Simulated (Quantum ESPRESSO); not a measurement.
# CrO2: where do free moments turn?

The moments of CrO2 start in several directions and relax. Which textures last, and at what energy?

Method: LDA; plane waves with GBRV 1.5 LDA potentials, no spin-orbit coupling, in Quantum ESPRESSO 7.5.

## Step 1: Set-up

The structure is tetragonal, space group P4_2/mnm (No. 136). The conventional cell has a = 4.421 Å, b = 4.421 Å, c = 2.917 Å, α = 90.00°, β = 90.00°, γ = 90.00°. Cr has 6 O at 1.88 to 1.92 Å nearest. O has 3 Cr at 1.88 to 1.92 Å nearest. Farther neighbours and most contacts between anions are not listed.

The cell comes from the Crystallography Open Database.

## Step 2: Start 1: collinear parallel

pw.in reads:

```
&CONTROL
  calculation = 'scf'
  prefix = 'pwscf'
  outdir = './tmp'
  pseudo_dir = './pseudo'
  disk_io = 'nowf'
/
&SYSTEM
  ibrav = 0
  nat = 6
  ntyp = 2
  ecutwfc = 34
  ecutrho = 238
  nbnd = 72
  occupations = 'smearing'
  smearing = 'fd'
  degauss = 0.00734986
  noncolin = .true.
  starting_magnetization(1) = 0.2143
  angle1(1) = 0
  angle2(1) = 0
  starting_magnetization(2) = 0
/
&ELECTRONS
  conv_thr = 6d-08
  electron_maxstep = 150
  mixing_beta = 0.3
/
ATOMIC_SPECIES
Cr     51.9961 cr_lda_v1.5.uspp.F.UPF
O      15.9990 o_lda_v1.2.uspp.F.UPF
CELL_PARAMETERS angstrom
   4.4210000000    0.0000000000    0.0000000000
   0.0000000000    4.4210000000    0.0000000000
   0.0000000000    0.0000000000    2.9170000000
ATOMIC_POSITIONS crystal
Cr      0.0000000000    0.0000000000    0.0000000000
Cr      0.5000000000    0.5000000000    0.5000000000
O       0.3010000000    0.3010000000    0.0000000000
O       0.1990000000    0.8010000000    0.5000000000
O       0.6990000000    0.6990000000    0.0000000000
O       0.8010000000    0.1990000000    0.5000000000
K_POINTS automatic
3 3 5 0 0 0
```

Started as:

```console
$ OMP_NUM_THREADS=1 mpirun -n 4 pw.x -nk 4 -in pw.in > pw.out
```

Output:

```text
Program PWSCF v.7.5 starts

     Message from routine setup:
     using ibrav=0 with symmetry is DISCOURAGED, use correct ibrav instead

     K-points division:     npool     =       4
     Subspace diagonalization in iterative solution of the eigenvalue problem:

     bravais-lattice index     =            0
     lattice parameter (alat)  =       8.3545  a.u.
     unit-cell volume          =     384.7460 (a.u.)^3
     number of atoms/cell      =            6
     number of atomic types    =            2
     number of electrons       =        52.00
     number of Kohn-Sham states=           72
     kinetic-energy cutoff     =      34.0000  Ry
     charge density cutoff     =     238.0000  Ry
     scf convergence threshold =      6.0E-08
     mixing beta               =       0.3000
     number of iterations used =            8  plain     mixing
     Exchange-correlation= SLA  PZ   NOGX NOGC
                           (   1   1   0   0   0   0   0)
     Noncollinear calculation without spin-orbit

     celldm(1)=   8.354479  celldm(2)=   0.000000  celldm(3)=   0.000000
     celldm(4)=   0.000000  celldm(5)=   0.000000  celldm(6)=   0.000000

     crystal axes: (cart. coord. in units of alat)
               a(1) = (   1.000000   0.000000   0.000000 )
               a(2) = (   0.000000   1.000000   0.000000 )
               a(3) = (   0.000000   0.000000   0.659805 )

     reciprocal axes: (cart. coord. in units 2 pi/alat)
               b(1) = (  1.000000  0.000000  0.000000 )
               b(2) = (  0.000000  1.000000  0.000000 )
               b(3) = (  0.000000  0.000000  1.515598 )

     PseudoPot. # 1 for Cr read from file:
     cr_lda_v1.5.uspp.F.UPF
     Pseudo is Ultrasoft + core correction, Zval = 14.0

     PseudoPot. # 2 for O  read from file:
     o_lda_v1.2.uspp.F.UPF
     Pseudo is Ultrasoft + core correction, Zval =  6.0

     atomic species   valence    mass     pseudopotential
     Cr               14.00    51.99610     Cr( 1.00)
     O                 6.00    15.99900     O ( 1.00)

     16 Sym. Ops., with inversion, found ( 8 have fractional translation)

   Cartesian axes

     site n.     atom                  positions (alat units)
         1        Cr     tau(   1) = (   0.0000000   0.0000000   0.0000000  )
         2        Cr     tau(   2) = (   0.5000000   0.5000000   0.3299027  )
         3        O      tau(   3) = (   0.3010000   0.3010000   0.0000000  )
         4        O      tau(   4) = (   0.1990000   0.8010000   0.3299027  )
         5        O      tau(   5) = (   0.6990000   0.6990000   0.0000000  )
         6        O      tau(   6) = (   0.8010000   0.1990000   0.3299027  )

     number of k points=     9  Fermi-Dirac smearing, width (Ry)=  0.0073
                       cart. coord. in units 2pi/alat
        k(    1) = (   0.0000000   0.0000000   0.0000000), wk =   0.0222222
        k(    2) = (   0.0000000   0.0000000   0.3031196), wk =   0.0444444
        k(    3) = (   0.0000000   0.0000000   0.6062393), wk =   0.0444444
        k(    4) = (   0.0000000   0.3333333   0.0000000), wk =   0.0888889
        k(    5) = (   0.0000000   0.3333333   0.3031196), wk =   0.1777778
        [... 4 further k-points ...]

     Dense  grid:    23891 G-vectors     FFT dimensions: (  48,  48,  30)

     Smooth grid:    10305 G-vectors     FFT dimensions: (  32,  32,  24)

     Check: negative core charge=   -0.000013
     Generating pointlists ...
     new r_m :   0.1756 (alat units)  1.4670 (a.u.) for type    1
     new r_m :   0.1756 (alat units)  1.4670 (a.u.) for type    2

     Initial potential from superposition of free atoms

     starting charge      50.0000, renormalised to      52.0000

     negative rho (up, down):  2.698E-03 0.000E+00

 ==============================================================================
     atom number    1 relative position :    0.0000   0.0000   0.0000
     charge :    10.913264  (integrated on a sphere of radius 0.176)
     magnetization :          0.000000    0.000000    2.307929
     magnetization/charge:    0.000000    0.000000    0.211479
     polar coord.: r, theta, phi [deg] :     2.307929    0.000000  360.000000

 ==============================================================================

 ==============================================================================
     atom number    2 relative position :    0.5000   0.5000   0.3299
     charge :    10.913264  (integrated on a sphere of radius 0.176)
     magnetization :          0.000000    0.000000    2.307929
     magnetization/charge:    0.000000    0.000000    0.211479
     polar coord.: r, theta, phi [deg] :     2.307929    0.000000  360.000000

 ==============================================================================

 ==============================================================================
     atom number    3 relative position :    0.3010   0.3010   0.0000
     charge :     5.046651  (integrated on a sphere of radius 0.176)
     magnetization :          0.000000    0.000000    0.043491
     magnetization/charge:    0.000000    0.000000    0.008618
     polar coord.: r, theta, phi [deg] :     0.043491    0.000000  360.000000

[...]
magnetization/charge:    0.000000    0.000000    0.008618
     polar coord.: r, theta, phi [deg] :     0.043491    0.000000  360.000000

 ==============================================================================

 ==============================================================================
     atom number    6 relative position :    0.8010   0.1990   0.3299
     charge :     5.046651  (integrated on a sphere of radius 0.176)
     magnetization :          0.000000    0.000000    0.043491
     magnetization/charge:    0.000000    0.000000    0.008618
     polar coord.: r, theta, phi [deg] :     0.043491    0.000000  360.000000

 ==============================================================================
     Starting wfcs are   72 randomized atomic wfcs

     Self-consistent Calculation

     iteration #  1     ecut=    34.00 Ry     beta= 0.30
     Davidson diagonalization with overlap
     ethr =  1.00E-02,  avg # of iterations =  6.8

     negative rho (up, down):  3.328E-03 0.000E+00

     total energy              =    -479.59838520 Ry
     estimated scf accuracy    <       3.34815200 Ry

     total magnetization       =    -0.00     0.00     4.00 Bohr mag/cell
     absolute magnetization    =     4.10 Bohr mag/cell

     iteration #  2     ecut=    34.00 Ry     beta= 0.30
     Davidson diagonalization with overlap
     ethr =  6.44E-03,  avg # of iterations =  2.0

     negative rho (up, down):  2.941E-03 0.000E+00

     total energy              =    -480.09073453 Ry
     estimated scf accuracy    <       1.51564805 Ry

     total magnetization       =     0.00     0.00     3.88 Bohr mag/cell
     absolute magnetization    =     4.54 Bohr mag/cell

     [... further iterations left out ...]

     iteration # 11     ecut=    34.00 Ry     beta= 0.30
     Davidson diagonalization with overlap
     ethr =  4.20E-10,  avg # of iterations =  2.3

     negative rho (up, down):  2.796E-03 0.000E+00

     total energy              =    -480.38322325 Ry
     estimated scf accuracy    <       0.00000006 Ry

     total magnetization       =     0.00    -0.00     4.00 Bohr mag/cell
     absolute magnetization    =     4.43 Bohr mag/cell

     iteration # 12     ecut=    34.00 Ry     beta= 0.30
     Davidson diagonalization with overlap
     ethr =  1.20E-10,  avg # of iterations =  2.0

     negative rho (up, down):  2.795E-03 0.000E+00

 ==============================================================================
     atom number    1 relative position :    0.0000   0.0000   0.0000
     charge :    10.535108  (integrated on a sphere of radius 0.176)
     magnetization :          0.000000    0.000000    1.690477
     magnetization/charge:    0.000000    0.000000    0.160461
     polar coord.: r, theta, phi [deg] :     1.690477    0.000000  360.000000

 ==============================================================================

 ==============================================================================
     atom number    2 relative position :    0.5000   0.5000   0.3299
     charge :    10.535108  (integrated on a sphere of radius 0.176)
     magnetization :         -0.000000   -0.000000    1.690477
     magnetization/charge:   -0.000000   -0.000000    0.160461
     polar coord.: r, theta, phi [deg] :     1.690477    0.000000  360.000000

 ==============================================================================

 ==============================================================================
     atom number    3 relative position :    0.3010   0.3010   0.0000
     charge :     5.189015  (integrated on a sphere of radius 0.176)
     magnetization :          0.000000   -0.000000   -0.044777
     magnetization/charge:    0.000000   -0.000000   -0.008629
     polar coord.: r, theta, phi [deg] :     0.044777  180.000000  360.000000

 ==============================================================================

 ==============================================================================
     atom number    4 relative position :    0.1990   0.8010   0.3299
     charge :     5.189015  (integrated on a sphere of radius 0.176)
     magnetization :         -0.000000   -0.000000   -0.044777
     magnetization/charge:   -0.000000   -0.000000   -0.008629
     polar coord.: r, theta, phi [deg] :     0.044777  180.000000  360.000000

 ==============================================================================

 ==============================================================================
     atom number    5 relative position :    0.6990   0.6990   0.0000
     charge :     5.189015  (integrated on a sphere of radius 0.176)
     magnetization :         -0.000000    0.000000   -0.044777
     magnetization/charge:   -0.000000    0.000000   -0.008629
     polar coord.: r, theta, phi [deg] :     0.044777  180.000000  360.000000

 ==============================================================================

 ==============================================================================
     atom number    6 relative position :    0.8010   0.1990   0.3299
     charge :     5.189015  (integrated on a sphere of radius 0.176)
     magnetization :         -0.000000   -0.000000   -0.044777
     magnetization/charge:   -0.000000   -0.000000   -0.008629
     polar coord.: r, theta, phi [deg] :     0.044777  180.000000  360.000000

 ==============================================================================

     End of self-consistent calculation

     [... lines left out ...]
     the Fermi energy is    10.4965 ev

!    total energy              =    -480.38322335 Ry
     estimated scf accuracy    <       0.00000004 Ry
     smearing contrib. (-TS)   =      -0.00561657 Ry
     internal energy E=F+TS    =    -480.37760678 Ry

     The total energy is F=E-TS. E is the sum of the following terms:
     one-electron contribution =    -203.12322805 Ry
     hartree contribution      =     127.19224148 Ry
     xc contribution           =     -72.81026683 Ry
     ewald contribution        =    -331.63635338 Ry

     total magnetization       =     0.00     0.00     4.00 Bohr mag/cell
     absolute magnetization    =     4.43 Bohr mag/cell

     convergence has been achieved in  12 iterations

=------------------------------------------------------------------------------=
   JOB DONE.
=------------------------------------------------------------------------------=
```

Wall time 14 s (4 MPI ranks of Arm Neoverse V1, shared host); peak memory 0.4 GiB; 55 s of CPU time.

Spin moment in the atom's sphere by atom:

```tsv
atom	x (μB)	y (μB)	z (μB)	size
Cr1	0.00	0.00	1.69	1.69
Cr2	0.00	0.00	1.69	1.69
O3	0.00	0.00	-0.04	0.04
O4	0.00	0.00	-0.04	0.04
O5	0.00	0.00	-0.04	0.04
O6	0.00	0.00	-0.04	0.04
```

Read from the output:

- smearing term TS: 0.07642 eV
- magnetization: 0, 0, 3.996 μB
- absolute magnetization: 4.428 μB
- final state: ferromagnetic

## Step 3: Start 2: two sublattices 90 degrees apart

pw.in: that of step 2 with these lines changed.

```diff
@@ -10,3 +10,3 @@
   nat = 6
-  ntyp = 2
+  ntyp = 3
   ecutwfc = 34
@@ -19,5 +19,8 @@
   starting_magnetization(1) = 0.2143
-  angle1(1) = 0
+  angle1(1) = 90
   angle2(1) = 0
-  starting_magnetization(2) = 0
+  starting_magnetization(2) = 0.2143
+  angle1(2) = 90
+  angle2(2) = 90
+  starting_magnetization(3) = 0
 /
@@ -29,3 +32,4 @@
 ATOMIC_SPECIES
-Cr     51.9961 cr_lda_v1.5.uspp.F.UPF
+Cr1    51.9961 cr_lda_v1.5.uspp.F.UPF
+Cr2    51.9961 cr_lda_v1.5.uspp.F.UPF
 O      15.9990 o_lda_v1.2.uspp.F.UPF
@@ -36,4 +40,4 @@
 ATOMIC_POSITIONS crystal
-Cr      0.0000000000    0.0000000000    0.0000000000
-Cr      0.5000000000    0.5000000000    0.5000000000
+Cr1     0.0000000000    0.0000000000    0.0000000000
+Cr2     0.5000000000    0.5000000000    0.5000000000
 O       0.3010000000    0.3010000000    0.0000000000
```

Output:

```text
     [... lines left out ...]
Program PWSCF v.7.5 starts
     [... lines left out ...]
     number of atoms/cell      =            6
     [... lines left out ...]
     number of electrons       =        52.00
     number of Kohn-Sham states=           72
     kinetic-energy cutoff     =      34.0000  Ry
     charge density cutoff     =     238.0000  Ry
     scf convergence threshold =      6.0E-08
     [... lines left out ...]
     Noncollinear calculation without spin-orbit
     [... lines left out ...]
      4 Sym. Ops., with inversion, found
     [... lines left out ...]
     number of k points=    15  Fermi-Dirac smearing, width (Ry)=  0.0073
     [... lines left out ...]
     iteration # 24     ecut=    34.00 Ry     beta= 0.30
     [... lines left out ...]
     atom number    1 relative position :    0.0000   0.0000   0.0000
     [... lines left out ...]
     magnetization :          1.195958    1.195048    0.000000
     [... lines left out ...]
     atom number    2 relative position :    0.5000   0.5000   0.3299
     [... lines left out ...]
     magnetization :          1.195052    1.195639   -0.000000
     [... lines left out ...]
     atom number    3 relative position :    0.3010   0.3010   0.0000
     [... lines left out ...]
     magnetization :         -0.031650   -0.031654   -0.000000
     [... lines left out ...]
     atom number    4 relative position :    0.1990   0.8010   0.3299
     [... lines left out ...]
     magnetization :         -0.031659   -0.031646    0.000000
     [... lines left out ...]
     atom number    5 relative position :    0.6990   0.6990   0.0000
     [... lines left out ...]
     magnetization :         -0.031650   -0.031654    0.000000
     [... lines left out ...]
     atom number    6 relative position :    0.8010   0.1990   0.3299
     [... lines left out ...]
     magnetization :         -0.031659   -0.031646   -0.000000
     [... lines left out ...]
     the Fermi energy is    10.4963 ev
!    total energy              =    -480.38322639 Ry
     estimated scf accuracy    <          1.7E-09 Ry
     smearing contrib. (-TS)   =      -0.00561709 Ry
     [... lines left out ...]
     total magnetization       =     2.83     2.83     0.00 Bohr mag/cell
     absolute magnetization    =     4.43 Bohr mag/cell
     convergence has been achieved in  24 iterations
```

It took 37 s on 4 MPI ranks; peak memory 0.41 GiB.

Spin moment in the atom's sphere by atom:

```tsv
atom	x (μB)	y (μB)	z (μB)	size
Cr1	1.20	1.20	0.00	1.69
Cr2	1.20	1.20	0.00	1.69
O3	-0.03	-0.03	0.00	0.04
O4	-0.03	-0.03	0.00	0.04
O5	-0.03	-0.03	0.00	0.04
O6	-0.03	-0.03	0.00	0.04
```

Read from the output:

```
smearing term TS       : 0.07642 eV
magnetization          : 2.826, 2.826, 0 μB
absolute magnetization : 4.427 μB
final state            : ferromagnetic
```

## Step 4: Start 3: random 1

pw.in: that of step 3 with these lines changed.

```diff
@@ -18,9 +18,10 @@
   noncolin = .true.
-  starting_magnetization(1) = 0.2143
-  angle1(1) = 90
-  angle2(1) = 0
+  starting_magnetization(1) = 0.2144
+  angle1(1) = 101.123
+  angle2(1) = -43.927
   starting_magnetization(2) = 0.2143
-  angle1(2) = 90
-  angle2(2) = 90
+  angle1(2) = 28.022
+  angle2(2) = 164.574
   starting_magnetization(3) = 0
+  nosym = .true.
 /
```

Output:

```text
     [... lines left out ...]
Program PWSCF v.7.5 starts
     [... lines left out ...]
     number of atoms/cell      =            6
     [... lines left out ...]
     number of electrons       =        52.00
     number of Kohn-Sham states=           72
     kinetic-energy cutoff     =      34.0000  Ry
     charge density cutoff     =     238.0000  Ry
     scf convergence threshold =      6.0E-08
     [... lines left out ...]
     Noncollinear calculation without spin-orbit
     [... lines left out ...]
     No symmetry found
     [... lines left out ...]
     number of k points=    45  Fermi-Dirac smearing, width (Ry)=  0.0073
     [... lines left out ...]
     iteration # 29     ecut=    34.00 Ry     beta= 0.30
     [... lines left out ...]
     atom number    1 relative position :    0.0000   0.0000   0.0000
     [... lines left out ...]
     magnetization :          0.929820   -0.649707   -0.853602
     [... lines left out ...]
     atom number    2 relative position :    0.5000   0.5000   0.3299
     [... lines left out ...]
     magnetization :         -0.928079    0.645979    0.858055
     [... lines left out ...]
     atom number    3 relative position :    0.3010   0.3010   0.0000
     [... lines left out ...]
     magnetization :          0.009434   -0.006589   -0.008669
     [... lines left out ...]
     atom number    4 relative position :    0.1990   0.8010   0.3299
     [... lines left out ...]
     magnetization :         -0.009368    0.006526    0.008650
     [... lines left out ...]
     atom number    5 relative position :    0.6990   0.6990   0.0000
     [... lines left out ...]
     magnetization :          0.009435   -0.006589   -0.008669
     [... lines left out ...]
     atom number    6 relative position :    0.8010   0.1990   0.3299
     [... lines left out ...]
     magnetization :         -0.009370    0.006527    0.008650
     [... lines left out ...]
     the Fermi energy is    10.4519 ev
!    total energy              =    -480.36508705 Ry
     estimated scf accuracy    <       0.00000006 Ry
     smearing contrib. (-TS)   =      -0.01028495 Ry
     [... lines left out ...]
     total magnetization       =     0.00    -0.00     0.01 Bohr mag/cell
     absolute magnetization    =     3.63 Bohr mag/cell
     convergence has been achieved in  29 iterations
```

Wall time 1.9 min (4 MPI ranks); peak memory 0.51 GiB.

Spin moment in the atom's sphere by atom:

```tsv
atom	x (μB)	y (μB)	z (μB)	size
Cr1	0.93	-0.65	-0.85	1.42
Cr2	-0.93	0.65	0.86	1.42
O3	0.01	-0.01	-0.01	0.01
O4	-0.01	0.01	0.01	0.01
O5	0.01	-0.01	-0.01	0.01
O6	-0.01	0.01	0.01	0.01
```

Numbers from this step:

| Property | Result |
| --- | --- |
| smearing term TS | 0.1399 eV |
| magnetization | 0.002, -0.005, 0.006 μB |
| absolute magnetization | 3.629 μB |
| final state | antiferromagnetic |

(Part 1 of 2 ends here.)

[Logs and program files are shortened in this print: banners, set-up blocks, solver, clock and traceback lines can be left out without a mark of their own.]

[Logs are printed without paths, hosts, clocks, repeated set-up lines and the standing remarks that a program may print on its own settings, such as how far it seeks lower states.]

[Hosts, paths, dates, database ids (printed as entryN), source tags and the programs' standing remarks are cut or masked in the printed files.]

[Where a cell is said to come from a database of computed structures, the database is the Materials Project.]
